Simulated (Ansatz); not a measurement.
An input for Ansatz 0.2.0 (GeH5CI3N2 (CH(NH2)2GeI3)):

The structure was built from a prototype and need not be the compound's stable phase.

```yaml
crystal:
  lattice:
    - [6.2426137081, -0.3443275199, 0.4347831511]
    - [-0.3443275199, 6.2402452605, -0.2809554538]
    - [0.4347831511, -0.2809554538, 6.167609325]
  atoms:
    - { symbol: C, position: [-0.0492809021, 0.9526303513, 0.0035782316] }
    - { symbol: H, position: [-0.1702687633, 0.8124871798, 0.0144984382] }
    - { symbol: "N", position: [0.9282474159, 0.0968389941, 0.8696992283] }
    - { symbol: "N", position: [0.1078122436, -0.0347414838, 0.1247833199] }
    - { symbol: H, position: [0.8054394521, 1.0719696822, -0.2256096269] }
    - { symbol: H, position: [0.1103539889, 0.8485623988, 0.2291842558] }
    - { symbol: H, position: [1.0348900245, 0.2315550375, 0.8495162952] }
    - { symbol: H, position: [0.2267996913, 0.0914858156, 1.121637322] }
    - { symbol: Ge, position: [0.545235766, 0.4425746641, 0.5334087402] }
    - { symbol: I, position: [0.4580414767, 0.4824488501, -0.0157041641] }
    - { symbol: I, position: [0.5123656971, -0.0020323141, 0.4973282727] }
    - { symbol: I, position: [-0.0106998495, 0.5205528182, 0.4949196644] }
kpoints:
  mp_grid: { grid: [2, 2, 2] }
  band_path:
    path:
      - [0.0, 0.0, 0.0]
      - [0.5, 0.0, 0.0]
      - [0.5, 0.5, 0.0]
      - [0.5, 0.5, 0.5]
      - [0.5, 0.5, 0.45]
    npoints: 1
hamiltonian:
  xc: hse06
  pseudopotentials: { kind: paw_fr, azcp: { folder: soft_1 } }
scf:
  occupations: { method: fermi_dirac, width: 0.02 }
  n_extra_bands: 16
magnetization:
  noncollinear: true
  spin_orbit: true
output:
  eigenvalues: true
  write_density: true
  write_potential: true
  elf: true
  volumetric_format: npy
```

```sh
ansatz run input.yaml --threads 2 --pin off --max-ram 92160MiB --backend cuda --events-out ev --progress --plain --runs-dir out --devices 1 --max-vram 13GiB
```

Q: How long will it take on 1 × NVIDIA H100 80GB HBM3 (shared by 6 runs) with 2 threads of AMD EPYC 7R13 (Zen 3), shared host, and how much memory?

It took 2 min; on shared hardware allow 61 s to 4.1 min. Peak host memory was 2.0 GiB. The sizes that set the cost: 4659 plane waves a state, 8 irreducible k points and 17 SCF cycles.

Exact exchange couples every pair of k points and filled bands, so it costs far more than a semilocal run.

[Paths, hosts, dates, memory and timing lines, banners, echoed tables and standing remarks are left out of the program output.]

[Logs are printed without paths, hosts, clocks, repeated set-up lines and the standing remarks that a program may print on its own settings, such as how far it seeks lower states.]

[Runs of the session that timed out or met a known fault of the program may be left out.]

[Cells called generated may have been cut or substituted from an entry of the Crystallography Open Database or the Materials Project.]

[Hosts, paths, dates, database ids (printed as entryN), source tags and the programs' standing remarks are cut or masked in the printed files.]
